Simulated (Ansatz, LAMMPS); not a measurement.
# Amorphous poly(ether ketone) (as short chains C54O8H38), from a frame at 500 K (200 atoms): geometry optimisation, part 3 of 3

Wanted: the relaxed structure of amorphous poly(ether ketone) (as short chains C54O8H38), from a frame at 500 K (200 atoms) and its electronic structure.

Ansatz 0.2.0; Kohn-Sham DFT, RPBE+D3(BJ), PAW (set soft_2), plane waves.

The cell: 108 C, 16 O and 76 H. The network of contacts between molecules at the start is that of the classical potential that made the cell. The density was typed from a rule of thumb and may lie off the real one at this temperature. The Brillouin zone is sampled at Γ only, in a cell whose shortest periodic width is 14 Å.

So far. Step 4 (Relaxation): The relaxation changed the energy by -77.7 meV/atom, and atoms moved by 1.1 Å r.m.s., 3.1 Å at most.

**6. Single point at the relaxed geometry**

One more single point at the end of the walk gives the fuller output and checks the residual forces.

input.yaml

```yaml
crystal:
  lattice:
    - [13.5576, 0.0, 0.0]
    - [0.0, 13.5576, 0.0]
    - [0.0, 0.0, 13.5576]
  atoms:
    - { symbol: C, position: [0.82699, 0.5188, 0.00988] }
    - { symbol: C, position: [0.92959, 0.55411, 0.03239] }
    - { symbol: C, position: [0.95021, 0.60149, 0.12215] }
    - { symbol: C, position: [0.0448, 0.63564, 0.14323] }
    - { symbol: C, position: [0.12227, 0.62107, 0.0758] }
    - { symbol: C, position: [0.10223, 0.57256, 0.98645] }
    - { symbol: C, position: [0.0071, 0.5407, 0.96491] }
    - { symbol: C, position: [0.22578, 0.6486, 0.10028] }
    - { symbol: O, position: [0.29673, 0.61087, 0.05698] }
    - { symbol: C, position: [0.24153, 0.72069, 0.18219] }
    - { symbol: C, position: [0.19169, 0.81139, 0.18421] }
    - { symbol: C, position: [0.20826, 0.87843, 0.26024] }
    - { symbol: C, position: [0.27101, 0.85254, 0.33809] }
    - { symbol: C, position: [0.31962, 0.76146, 0.3384] }
    - { symbol: C, position: [0.3068, 0.69744, 0.25892] }
    - { symbol: O, position: [0.27418, 0.91961, 0.41563] }
    - { symbol: C, position: [0.34729, 0.91594, 0.48646] }
    - { symbol: C, position: [0.44555, 0.89329, 0.4643] }
    - { symbol: C, position: [0.51536, 0.89535, 0.5392] }
    - { symbol: C, position: [0.48887, 0.91761, 0.637] }
    - { symbol: C, position: [0.39049, 0.94325, 0.65733] }
    - { symbol: C, position: [0.32007, 0.94347, 0.58231] }
    - { symbol: C, position: [0.5689, 0.91686, 0.71247] }
    - { symbol: O, position: [0.65449, 0.93705, 0.68751] }
    - { symbol: C, position: [0.54831, 0.88614, 0.81627] }
    - { symbol: C, position: [0.61935, 0.90842, 0.88871] }
    - { symbol: C, position: [0.61394, 0.86662, 0.98221] }
    - { symbol: C, position: [0.53836, 0.79958, 0.00296] }
    - { symbol: C, position: [0.4623, 0.7823, 0.93534] }
    - { symbol: C, position: [0.46809, 0.82539, 0.84196] }
    - { symbol: O, position: [0.54288, 0.74948, 0.09242] }
    - { symbol: C, position: [0.55835, 0.64843, 0.088] }
    [... 162 atom lines left out ...]
    - { symbol: H, position: [0.75099, 0.05002, 0.44367] }
    - { symbol: H, position: [0.06299, 0.11026, 0.42915] }
    - { symbol: H, position: [0.09689, 0.93093, 0.42545] }
    - { symbol: H, position: [0.80195, 0.3104, 0.42883] }
    - { symbol: H, position: [0.75422, 0.20938, 0.49957] }
    - { symbol: H, position: [0.75649, 0.20329, 0.36681] }
kpoints:
  mp_grid: { grid: [1, 1, 1] }
hamiltonian:
  xc: rpbe
  dispersion: d3bj
scf:
  occupations: { method: fixed }
output:
  forces: true
  stress: true
  populations: true
  dos:
    method: { smearing: { sigma: 0.1 } }
    de: 0.1
    projected: { site_lists: { C: [C], H: [H], O: [O] } }
  eigenvalues: true
  write_density: true
  write_potential: true
  volumetric_format: npy
```

Started as:

```console
ansatz run input.yaml --threads 4 --pin off --max-ram 8192MiB --backend cpu --events-out ev --progress --plain --runs-dir out
```

Numbers of over 12 decimals in the logs are rounded to 6 here.

The log of the run:

```text
[...]
Crystal: 200 atoms, lattice volume = 2492.002 Å³
Basis set: ecut = 420 eV, 48693 PW (Γ), exchange–correlation on 192×192×192 points (8 copies of the dense FFT grid, shifted against one another)
Bands: 502, of which v1, the nominal top of the filled ones, is band 302 counted from 1 (301 counted from 0)
Symmetry: 1 space group operations
[...]
k-points: 1
[...]
SCF iter   1: F=—  HF=-37593.555919 eV  |F-HF|=—  |Δ(HF+E_count)|=         —  Δρ=5.85e-3  dr2=8.52e-1  ethr=1.77e-3  ⟨swp⟩=5.0  Hψ=1763  notcnv=0  defer=198
[...]
SCF iter  11: F=-37593.433853 eV  HF=-37593.433853 eV  |F-HF|=5.49e-8  |Δ(HF+E_count)|=   3.53e-7  Δρ=1.02e-6  dr2=4.52e-8  ethr=1.66e-11  ⟨swp⟩=25.0  Hψ=4903  notcnv=0
SCF 1 converged in 11 iterations: F = -37593.433853 eV  dr2 = 4.52e-8
[...]
WARN: The input density's exchange-correlation potential varies sharply where the density is thin. Do not read a vacuum level from v_tot or v_xc, or from such a field of the output density. On a cell that repeats whose density bears no net charge and no dipole along the vacuum's axis use v_es (v_loc + v_h of the components); [...]
SCF converged after 11 iterations
Free energy (F): -37593.433853 eV
[...]
Internal energy: -37593.433853 eV  (E = F + TS)
E sigma→0 (E₀):  -37593.433853 eV
Fermi energy:    -0.094463 eV
[...]
--- Forces (eV/Å), atoms counted from 1 ---
  atom   1  C     -0.00572949     0.00084360    -0.00496546
  atom   2  C      0.00489769     0.00245359     0.00095831
  atom   3  C      0.00053277    -0.00077681     0.00233688
  atom   4  C      0.00414855    -0.00333776    -0.00494729
  atom   5  C     -0.00360877    -0.00091248     0.00024471
  atom   6  C      0.00563039     0.00385869     0.00771547
  atom   7  C     -0.00732598    -0.00498018     0.00079903
  atom   8  C      0.00095611     0.00149652    -0.00338023
  atom   9  O     -0.00320022    -0.00064783     0.00068588
  atom  10  C     -0.00628894     0.00524431    -0.00451463
  atom  11  C      0.00197423    -0.00028109     0.00592408
  atom  12  C     -0.00265033     0.00254938    -0.00534227
  atom  13  C     -0.00089921     0.00151285     0.00226682
  atom  14  C     -0.00016598    -0.00117087    -0.00330528
[...]
atom 199  H     -0.01035422    -0.00212574     0.01840258
  atom 200  H      0.00028059    -0.00852783    -0.00369093
  max |Σ_I F_I| component: 9.39e-5 eV/Å
--- Stress (GPa, compression-positive) ---
       -0.161128       0.040255       0.008220
        0.040255      -0.218346      -0.087373
        0.008220      -0.087373      -0.274534
  P = ⅓ Tr σ = -0.2180 GPa (-2.180 kbar)
--- Band table (eV) ---
[...]
--- Löwdin populations: 200 sites ---
  site symbol       q [e]
     0      C      4.4461
     1      C      3.9149
     2      C      4.1383
[...]
199      H      0.8086
  spilling = 0.012933 (of n_electrons = 604.000000)
```

Elapsed: 51 s, on 4 threads of Arm Neoverse V2, shared host; peak memory 3.3 GiB.

The program notes that the exchange-correlation potential is rough where the density is thin.

Numbers from this run:

```
free energy                                      : -37593.4339 eV
free energy per atom                             : -187.9672 eV/atom
SCF cycles                                       : 11
pressure                                         : -0.218 GPa
r.m.s. force component                           : 0.00677 eV/Å
longest force                                    : 0.04973 eV/Å
Fermi energy                                     : -0.09446 eV
gap (highest filled to lowest empty level) : 2.361 eV
spilling of the projection                       : 0.01293
```

Löwdin charges by element and coordination (they lack the spilled electrons, 0.039 e an atom on average):

```tsv
element	coordination	atoms	mean charge (e)	spread	least	most
C	all	108	-0.0241	0.185	-0.446	0.412
C	3	104	-0.0125	0.177	-0.189	0.412
C	4	4	-0.328	0.117	-0.446	-0.209
H	all	76	0.205	0.0097	0.175	0.230
O	all	16	-0.322	0.0672	-0.393	-0.233
O	1	8	-0.389	0.0034	-0.393	-0.383
O	2	8	-0.256	0.0139	-0.276	-0.233
```

Density of states as counts of states in windows of 1 eV (from the Fermi level), total and the larger projections:

```tsv
from (eV)	to (eV)	total	C p	O p	H s	C s
-10	-9	29.1	15.0	0.9	3.5	8.7
-9	-8	29.4	17.2	2.6	4.3	4.2
-8	-7	18.5	12.1	2.2	2.1	1.5
-7	-6	39.4	27.1	6.1	3.2	1.7
-6	-5	80.1	48.4	8.5	15.9	4.4
-5	-4	65.7	43.9	11.6	7.3	1.1
-4	-3	57.1	39.0	9.5	7.3	0.4
-3	-2	33.8	20.4	7.8	4.8	0.1
-2	-1	37.8	35.4	2.0	0.1	0.1
-1	0	41.5	23.4	16.5	0.5	0.7
0	1	0.7	0.4	0.3	0.0	0.0
1	2	0.0	0.0	0.0	0.0	0.0
2	3	15.7	11.6	3.4	0.1	0.1
3	4	27.1	24.5	0.4	0.3	0.2
4	5	29.1	20.6	0.5	2.4	0.8
```

With fixed occupations the program's Fermi level is the highest filled level; weight inside the gap is the broadening of levels at its edges.

Between -23 and -10 eV lie 171 more states.

The levels nearest the highest filled one (over half full), pooled over k-points and spins:

```tsv
level less the highest filled one (eV)	occupation
-0.226	2
-0.193	2
-0.129	2
-0.124	2
-0.0494	2
0	2
2.36	0
2.63	0
2.71	0
2.74	0
2.77	0
2.79	0
```

Valence density in the ac plane at fractional y = 0.138, with atoms of C and O and H within 0.2 Å of it. It is the smooth field of the valence electrons, not physical close to the nuclei.

Ten steps, logarithmic in the rise over the least value, from '0' (0.0 e/Å³) to '9' (5.1 e/Å³), each cell a mean:
```
46766667753112234566655532000001111112
56777777753224556777643210000012344333
77766677765566666776531000000112466666
77753357777899744444310000122334577777
67765567766899631111000012356666666655
56776777643455310000001123567776543223
46665666531111000000012444566654321112
34432344421000000000013554444321100002
11110112210000000000001222211100000000
00000000000000000000000000000000000000
00000000000000000000000000000000000000
11100000000000000000000000001111123211
23321000000000000001122110011222466543
34542000000000001233455420012223577653
23321000000000012456776421012222355432
11100001110000123567775310011111112111
01111124442112333445554210000000000000
24443346764223555433322101110000000000
36765445542124677643211123321000000001
24554332211246777642100124432100111001
01222111000246765321000012221111111000
00000000000123432110000000000112210000
12210011110000000011222210000011100000
35543234542100011234455542000000000001
```
Columns run along a (13.6 Å), rows up along c (13.6 Å). Atoms in or near the plane, at fractional coordinates: C at (0.48, 0.92), O at (0.33, 0.83), C at (0.22, 0.84), C at (0.02, 0.85), C at (0.08, 0.93), C at (0.18, 0.93), C at (0.91, 0.85), C at (0.75, 0.76), C at (0.41, 0.20), H at (0.05, 0.22), H at (0.23, 0.27), H at (0.36, 0.14).

Electrostatic potential energy in the ac plane at fractional y = 0.138, with atoms of C and O and H within 0.2 Å of it. With pseudopotentials it is smooth inside the atoms' cores, unlike the true potential.

Values in eV, 13 rows by 16 columns, each cell a mean:
```
-10 -31 -23 -23   2   2  -1 -21 -12  -2   2   5   5   5   4   4
-32 -16 -13 -31 -13 -18  -8 -21  -8   5   5   5   5  -1 -31 -18
-24 -14 -12 -27 -18 -26   1   4   5   5   4  -9 -19  -8 -15  -7
 -7 -15 -17  -8   4   5   5   5   5   1  -1 -12 -20   2   4   4
  3   4   4   3   4   5   5   5   4   1   2   4   5   5   5   5
  5   5   5   5   5   5   5   5   5   5   5   5   5   5   5   5
  4   4   5   5   5   5   5   5   4   3   4   4   4   3  -2   3
  1  -2   5   5   5   5   5   3 -10  -8   3   4   3   0 -14  -1
  5   5   5   4   4   5   4  -2 -30  -9   5   4   4   5   4   5
 -2  -2   2 -16   0   3 -10  -2   2   4   5   5   5   5   5   5
 -3  -4   3   3   4  -6 -37  -9   5   5   0   1   5   5   5   5
  5   5   5   5   4  -8  -2   4   5   5   5   5   5   3   5   5
  1   3   4  -2   3   4   5   5   2  -1   1   5   5   5   5   5
```
Columns run along a (13.6 Å; values clipped at the 3rd and 97th percentile), rows up along c (13.6 Å). Atoms in or near the plane, at fractional coordinates: C at (0.48, 0.92), O at (0.33, 0.83), C at (0.22, 0.84), C at (0.02, 0.85), C at (0.08, 0.93), C at (0.18, 0.93), C at (0.91, 0.85), C at (0.75, 0.76), C at (0.41, 0.20), H at (0.05, 0.22), H at (0.23, 0.27), H at (0.36, 0.14).

Mean Löwdin charges: C -0.02, H +0.20, O -0.32 e (they miss 1.3 % of the electrons, so they add up to more than the cell's charge). The largest share in the top eV of filled states is C p (57 % of the projected weight), and in the lowest eV of empty states C p (76 % of the projected weight).

A closer look about H167, picked at random: 10 atoms, nearest first, numbered in the order of the input, with positions taken from that point.

```tsv
atom	x	y	z	distance (Å)	bonds	Löwdin charge (e)
H167	0.00	0.00	0.00	0.00	1	0.19
C104	-0.50	0.88	-0.39	1.09	3	-0.12
C103	-1.85	0.82	-0.74	2.15	3	-0.13
C105	0.21	2.09	-0.51	2.16	3	-0.02
H166	-2.39	-0.12	-0.64	2.48	1	0.21
H170	1.76	0.11	-1.78	2.50	1	0.20
C111	2.43	0.00	-0.93	2.60	3	-0.10
C110	2.47	1.00	0.05	2.67	3	0.00
H71	-0.77	-2.56	-0.10	2.67	1	0.21
C108	1.61	2.23	-0.03	2.75	3	0.40
```

The column of bonds counts only the pairs C-C within 1.85 Å, C-H within 1.34 Å, C-O within 1.73 Å; other neighbours, such as metal atoms beside each other in a compound, aren't counted, and periodic images can show an atom twice.

**7. Other settings**

Changed here: basis.xc_grid = 4, hamiltonian.dispersion = "d3bjatm", scf.occupations.method = "fermi_dirac" and scf.occupations.width = 0.05.

This step: Kohn-Sham DFT, RPBE+D3(BJ) with three-body term, PAW (set soft_2), plane waves (Ansatz 0.2.0).

input.yaml

```yaml
crystal:
  lattice:
    - [13.5576, 0.0, 0.0]
    - [0.0, 13.5576, 0.0]
    - [0.0, 0.0, 13.5576]
  atoms:
    [... the 200 atom lines of step 3 ...]
kpoints:
  mp_grid: { grid: [1, 1, 1] }
hamiltonian:
  xc: rpbe
  dispersion: d3bjatm
scf:
  occupations: { method: fermi_dirac, width: 0.05 }
output:
  forces: true
  stress: true
  populations: true
  dos:
    method: { smearing: { sigma: 0.08 } }
    de: 0.1
    projected: { site_lists: { C: [C], H: [H], O: [O] } }
  eigenvalues: true
basis:
  xc_grid: 4
```

The log of the run:

```text
[...]
Crystal: 200 atoms, lattice volume = 2492.002 Å³
Basis set: ecut = 420 eV, 48693 PW (Γ), exchange–correlation on 384×384×384 points (64 copies of the dense FFT grid, shifted against one another)
Bands: 502, of which v1, the nominal top of the filled ones, is band 302 counted from 1 (301 counted from 0)
Symmetry: 1 space group operations
[...]
k-points: 1
[...]
SCF iter   1: F=—  HF=-37577.573786 eV  |F-HF|=—  |Δ(HF+E_count)|=         —  Δρ=6.48e-3  dr2=1.03e0  ethr=1.77e-3  ⟨swp⟩=6.0  Hψ=2301  notcnv=0  defer=97
[...]
SCF iter  10: F=—  HF=-37577.415073 eV  |F-HF|=—  |Δ(HF+E_count)|=   1.32e-7  Δρ=3.66e-6  dr2=3.69e-7  ethr=2.62e-10  ⟨swp⟩=2.0  Hψ=606  notcnv=0  defer=192
SCF iter  11: F=-37577.415073 eV  HF=-37577.415073 eV  |F-HF|=5.24e-8  |Δ(HF+E_count)|=   5.88e-8  Δρ=1.54e-6  dr2=6.20e-8  ethr=1.66e-11  ⟨swp⟩=17.0  Hψ=3424  notcnv=0
SCF 1 converged in 11 iterations: F = -37577.415073 eV  dr2 = 6.20e-8
[...]
SCF converged after 11 iterations
Free energy (F): -37577.415073 eV
[...]
Internal energy: -37577.415073 eV  (E = F + TS)
E sigma→0 (E₀):  -37577.415073 eV
Fermi energy:    1.220327 eV
[...]
Σ components = -37577.415073   (vs F -37577.415073, Δ=0.00e0)
--- Forces (eV/Å), atoms counted from 1 ---
  atom   1  C      1.14868036     3.48012470    -2.19977140
  atom   2  C     -1.18491204    -0.74368059     0.03134608
  atom   3  C     -1.64273969    -0.67663151    -0.59141457
  atom   4  C     -0.49764505    -1.74269987    -1.53348934
[...]
atom 200  H     -1.76845547    -0.23466376    -1.81017482
  max |Σ_I F_I| component: 5.91e-5 eV/Å
--- Stress (GPa, compression-positive) ---
        3.711504       0.672389      -0.316295
        0.672388       3.801482       0.278408
       -0.316296       0.278409       2.471767
  P = ⅓ Tr σ = 3.3283 GPa (33.283 kbar)
--- Band table (eV) ---
[...]
--- Löwdin populations: 200 sites ---
  site symbol       q [e]
     0      C      4.4533
     1      C      3.9037
     2      C      4.1325
[...]
199      H      0.7931
  spilling = 0.013159 (of n_electrons = 604.000000)
```

The job ended after 58 s (4 threads; peak memory 4.9 GiB; 3.8 min of CPU time).

Geometry and reference: those of the single point at the start.

Forces differ from those of the single point at the start by 0.72 meV/Å r.m.s., 0.056 % of their size; the pressure by +0.056 GPa. It took 1.1 times the reference's time (shared host, so rough).

**8. Summary of results**

```json
{"energy change in the relaxation": "-77.75 meV/atom", "r.m.s. displacement": "1.082 Å", "largest displacement": "3.105 Å", "free energy per atom": "-187.9672 eV/atom", "pressure": "-0.218 GPa", "r.m.s. force component": "0.00677 eV/Å", "gap (highest filled to lowest empty level)": "2.361 eV", "wall time of the 4 DFT runs": "13 min"}
```

Relaxation lowers the energy by 77.7 meV/atom and moves atoms by 1.1 Å r.m.s.; the r.m.s. force component goes from 1.3 to 0.0068 eV/Å, the pressure goes from 3.3 to -0.22 GPa, and the gap from 2.28 to 2.36 eV. By the final cutoffs no bond was broken or made. From the first step to the last the energy fell by 15.550 eV, and the largest move was 3.10 Å (H198). The C-C bonds go from 1.405 Å (spread 0.049) to 1.414 Å (spread 0.035). With the cutoffs above, 96 % of C atoms have 3, all H atoms have 1 and 50 % of O atoms have 1 and as many 2 bonded neighbours. Between filled and empty levels lie 2.36 eV (at Γ alone); a semilocal functional tends to put such gaps too low. It is the spacing of short capped chains, not of the long polymer. In a disordered cell it changes from sample to sample, and tail or defect levels can set it.

Caveats: The network of contacts between molecules at the start is that of the classical potential that made the cell; in DFT atoms moved by 1.1 Å r.m.s.

[Logs are printed without paths, hosts, clocks, repeated set-up lines and the standing remarks that a program may print on its own settings, such as how far it seeks lower states.]

[Hosts, paths, dates, database ids (printed as entryN), source tags and the programs' standing remarks are cut or masked in the printed files.]
